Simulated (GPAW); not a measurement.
Consider diamond-type (Si)1-x(Ge)x, x = 0.25.

```xyz
16
Lattice="0.0000 5.4878 5.4878 5.4878 0.0000 5.4878 5.4878 5.4878 0.0000" Properties=species:S:1:pos:R:3 pbc="T T T"
Si    0.0335    5.4791    5.5081
Si    1.3855    1.3798    1.3489
Si    2.7632    8.2241    5.5010
Si    4.1175    4.1299    1.3692
Ge    2.7398    5.4885    8.2209
Ge    4.1446    1.3873    4.1336
Si    5.4846    8.2375    8.1933
Ge    6.8292    4.0992    4.1396
Ge   10.9666    8.2271    8.2287
Si    1.3832    4.1217    4.1307
Si    2.7390    5.4857    2.7515
Si    4.0988    6.8403    4.1366
Si    8.2231    8.2474    5.4994
Si    4.1055    4.1212    6.8386
Si    5.4679    5.5075    5.5183
Si    6.8656    6.8666    6.8628
```

Absorber: atom 1, with 1 Si at 2.35 Å, 1 Si at 2.36 Å, 1 Si at 2.37 Å and 1 Ge at 2.39 Å (tetrahedral). Method: GPAW, LDA, excited-electron core hole (neutral cell), 16-atom cell with 7.8 Å between holes, 4×4×4 k points, dipole transitions, Gaussian full width 0.9 eV up to 4 eV, rising linearly to 3.5 eV at 25 eV.

Question: Predict the near-edge structure at the Si K edge.

Main maxima up to 24 eV above the zero (height): 1.7 eV (1.37), 3.7 eV (1.82), 6.9 eV (1.36), 9.6 eV (1.15), 12.8 eV (1.11) and 17.5 eV (0.82). A K edge sees empty p states on the absorber. The total-energy difference is 1843.64 eV. One term is added: -14.86 eV, since the hole is spin-paired here and a spin-polarised one costs that much less in the free atom (computed apart). The photon energy is then 1828.78 eV. The tabulated edge of the element is 1839 eV. The functional leaves an error in such absolute values: in the free atom LDA prices this hole 7.8 eV below PBE (computed apart), and PBE is itself good to a few eV.

The Si K spectrum (energy from the bottom of the conduction band, which holds the excited electron; intensity scaled to a mean of 1 over the first 20 eV):

```tsv
E (eV)	isotropic	ε ∥ x	ε ∥ y	ε ∥ z
-2.0	0.00	0.00	0.00	0.00
-1.5	0.00	0.00	0.00	0.00
-1.0	0.00	0.00	0.00	0.00
-0.5	0.01	0.01	0.01	0.02
0.0	0.14	0.13	0.13	0.16
0.5	0.54	0.52	0.52	0.58
1.0	1.03	1.03	1.02	1.05
1.5	1.34	1.33	1.33	1.35
2.0	1.26	1.27	1.25	1.27
2.5	1.13	1.16	1.13	1.09
3.0	1.43	1.46	1.46	1.37
3.5	1.78	1.81	1.81	1.71
4.0	1.76	1.77	1.78	1.72
4.5	1.32	1.29	1.33	1.34
5.0	1.01	0.98	0.99	1.05
5.5	0.87	0.86	0.85	0.91
6.0	0.88	0.88	0.88	0.89
6.5	1.19	1.18	1.20	1.20
7.0	1.35	1.33	1.34	1.38
7.5	1.06	1.04	1.04	1.10
8.0	0.82	0.81	0.80	0.85
8.5	0.86	0.85	0.85	0.87
9.0	1.04	1.05	1.04	1.04
9.5	1.15	1.17	1.15	1.13
10.0	1.11	1.12	1.11	1.09
10.5	1.02	1.03	1.03	1.00
11.0	0.97	0.97	0.98	0.95
11.5	0.97	0.97	0.98	0.96
12.0	1.03	1.04	1.03	1.02
12.5	1.09	1.11	1.10	1.07
13.0	1.10	1.12	1.11	1.08
13.5	1.03	1.04	1.04	1.02
14.0	0.90	0.90	0.91	0.90
14.5	0.77	0.77	0.78	0.77
15.0	0.69	0.70	0.69	0.69
15.5	0.68	0.70	0.68	0.66
16.0	0.71	0.74	0.72	0.69
16.5	0.76	0.78	0.78	0.73
17.0	0.80	0.81	0.82	0.78
17.5	0.82	0.81	0.83	0.81
18.0	0.81	0.79	0.82	0.81
18.5	0.79	0.77	0.79	0.80
19.0	0.77	0.75	0.76	0.79
19.5	0.76	0.75	0.75	0.79
20.0	0.76	0.75	0.75	0.78
20.5	0.75	0.74	0.75	0.77
21.0	0.73	0.72	0.73	0.75
21.5	0.71	0.70	0.70	0.72
22.0	0.68	0.67	0.67	0.69
22.5	0.66	0.66	0.65	0.66
23.0	0.65	0.66	0.64	0.66
23.5	0.67	0.68	0.66	0.68
24.0	0.71	0.72	0.70	0.71
24.5	0.76	0.76	0.75	0.76
25.0	0.80	0.81	0.80	0.81
25.5	0.84	0.84	0.84	0.84
26.0	0.85	0.85	0.86	0.86
26.5	0.85	0.85	0.86	0.86
```

The mesh is coarse (0.25 Å⁻¹ between points), so small maxima may be mesh ripples.

[Banner, clock and machine lines of the logs are left out without a mark of their own.]

[Logs are printed without paths, hosts, clocks, repeated set-up lines and the standing remarks that a program may print on its own settings, such as how far it seeks lower states.]

[Hosts, paths, dates, database ids (printed as entryN), source tags and the programs' standing remarks are cut or masked in the printed files.]

[Lists of maxima count a maximum above −3 eV only where it reaches 4 % of the highest in the window and stands out from its surroundings by 2 % of it (1.5 % where it reaches 55 %); shoulders and weaker maxima are passed over, and of the rest the first, up to two pre-edge ones and the few strongest are named.]
